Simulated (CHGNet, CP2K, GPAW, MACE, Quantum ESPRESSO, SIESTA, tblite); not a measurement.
# Which run comes nearest? Σ5 (001) twist boundary in Ge (77 atoms)

The cell holds 77 atoms: 77 Ge. Its edges and angles: a = 8.946 Å, b = 8.946 Å, c = 22.565 Å, α = 90.0°, β = 90.0°, γ = 90.0°. It derives from Ge (diamond-structure). Diamond-structure Ge (a = 5.658 Å); two grains turned against each other by 36.87 deg about [001]; 1 x 1 coincidence cells, 2 lattice periods a grain, two boundaries a cell, upper grain shifted by [0.031, 0.71] of the boundary cell and opened by 0.2 Å, one atom of each pair nearer than 2.009 Å removed; minimised with a classical potential (one cell length free). Then every atom was moved at random, 0.02 Å r.m.s. a Cartesian component. Regions: lower grain, 40 atoms (40 Ge); upper grain, 37 atoms (37 Ge).

Geometry: as built.

The reference, a calculation:

```
method                 : Kohn-Sham DFT, PBE, SSSP efficiency 1.3.0 pseudopotentials, plane waves (Quantum ESPRESSO 7.5); sssp-pbe-1.3.0-efficiency, cutoffs 45/360 Ry, Γ point
r.m.s. force component : 0.4065 eV/Å
longest force          : 1.733 eV/Å
pressure               : 5.283 GPa
time                   : 8.2 min on 4 MPI ranks of Arm Neoverse V1, shared host
CPU time               : 33 min
```

Q: Estimate the differences from the reference, the CPU time and the memory of each run.
- tblite GFN1-xTB (tblite 0.8.0; 1 thread)
- SIESTA PBE, DZP, shift 0.01 Ry, mesh 700 Ry (SIESTA 5.4.2; 2 MPI ranks)
- GPAW PBE, LCAO dzp, h 0.16 Å (GPAW 26.7.0; 1 thread)
- MACE MP-0b2 small potential (MACE MP-0b2 small; 1 thread)
- CP2K PBE, DZVP-UZH, 175/50 Ry, diagonalisation (CP2K 2026.2; 2 threads)
- CP2K PBE, DZVP-MOLOPT (SR for Ge), 350/50 Ry, diagonalisation (CP2K 2026.2; 2 threads)
- CP2K revPBE, PBE potentials, DZVP-UZH, 350/50 Ry, diagonalisation (CP2K 2026.2; 2 threads)
- CP2K PBE, TZVP-UZH, 350/50 Ry, diagonalisation (CP2K 2026.2; 4 MPI ranks)
- CP2K PBE, SZV-MOLOPT-SR, 350/50 Ry, diagonalisation (CP2K 2026.2; 1 thread)
- SIESTA PBE, DZP, shift 0.01 Ry, mesh 300 Ry (SIESTA 5.4.2; 2 MPI ranks)

Differences are against the plane-wave reference, forces as r.m.s. over components; share is that over the reference's r.m.s. force, slope the least-squares factor from reference forces to these. Total energies of different programs have different zeros and aren't compared.

| run | Δ force, r.m.s. (meV/Å) | share (%) | slope | Δ pressure (GPa) | cores | CPU time | memory (GiB) |
| --- | --- | --- | --- | --- | --- | --- | --- |
| reference | - | - | - | - | 4 | 33 min | 5.8 |
| tblite GFN1-xTB | 187 | 46.1 | 0.700 | 0.408 | 1 | 10 s | 0.15 |
| SIESTA PBE, DZP, shift 0.01 Ry, mesh 700 Ry | 111 | 27.2 | 1.190 | 1.45 | 2 | 25 min | 4.8 |
| GPAW PBE, LCAO dzp, h 0.16 Å | 61.0 | 15.0 | 1.122 | - | 1 | 9.3 min | 3.1 |
| MACE MP-0b2 small potential | 179 | 44.1 | 0.696 | -1.13 | 1 | 6.6 s | 0.67 |
| CP2K PBE, DZVP-UZH, 175/50 Ry, diagonalisation (coarse) | 20.2 | 4.97 | 1.024 | 0.727 | 2 | 2.4 min | 1.1 |
| CP2K PBE, DZVP-MOLOPT (SR for Ge), 350/50 Ry, diagonalisation | 25.2 | 6.21 | 1.032 | 0.915 | 2 | 2.5 min | 2.5 |
| CP2K revPBE, PBE potentials, DZVP-UZH, 350/50 Ry, diagonalisation | 18.4 | 4.53 | 1.017 | 1.01 | 2 | 3.4 min | 2.6 |
| CP2K PBE, TZVP-UZH, 350/50 Ry, diagonalisation | 22.2 | 5.46 | 1.029 | 0.573 | 4 | 4.1 min | 4.4 |
| CP2K PBE, SZV-MOLOPT-SR, 350/50 Ry, diagonalisation (coarse) | 214 | 52.7 | 1.264 | -3.46 | 1 | 1.7 min | 2.4 |
| SIESTA PBE, DZP, shift 0.01 Ry, mesh 300 Ry | 111 | 27.2 | 1.190 | 1.51 | 2 | 8.4 min | 1.8 |

Rows marked coarse were listed beforehand as settings not expected to be converged; some can still land near the reference.

Times of the machine-learned potentials are mostly Python's start and the loading of weights.

CPU time is summed over cores on a shared host, where runs went side by side, so it is rough. Symmetry, cutoffs, thresholds, outputs and thread counts weren't matched or tuned between programs; memory under MPI is the largest rank's times the ranks.

The PBE runs in local orbitals, coarse settings apart, differ by 5.5 % (CP2K PBE, TZVP-UZH, 350/50 Ry, diagonalisation) to 27 % (SIESTA PBE, DZP, shift 0.01 Ry, mesh 700 Ry); basis, grid and potentials can all enter. Tight binding differs by 46 % (tblite GFN1-xTB); it is another model, with fitted parameters of its own, and the xTB methods hold dispersion. Machine-learned potentials differ by 44 % (MACE MP-0b2 small potential); they were trained on other programs' data. Among those trained on PBE data the slope goes as low as 0.70. Rows with another functional or a dispersion term differ by 4.5 % (CP2K revPBE, PBE potentials, DZVP-UZH, 350/50 Ry, diagonalisation), which mixes the change of model with differences of basis and potentials, some of them made for another functional. Periodic xTB results under one method name differ between programs and library versions. Machine-learned potentials mimic data converged in k, so the reference's own k-point error enters their differences. The electronic-structure runs sample only Γ, in a cell whose shortest periodic width is 9 Å, which is coarse for a cell with partly filled levels.

[Logs are printed without paths, hosts, clocks, repeated set-up lines and the standing remarks that a program may print on its own settings, such as how far it seeks lower states.]

[Hosts, paths, dates, database ids (printed as entryN), source tags and the programs' standing remarks are cut or masked in the printed files.]
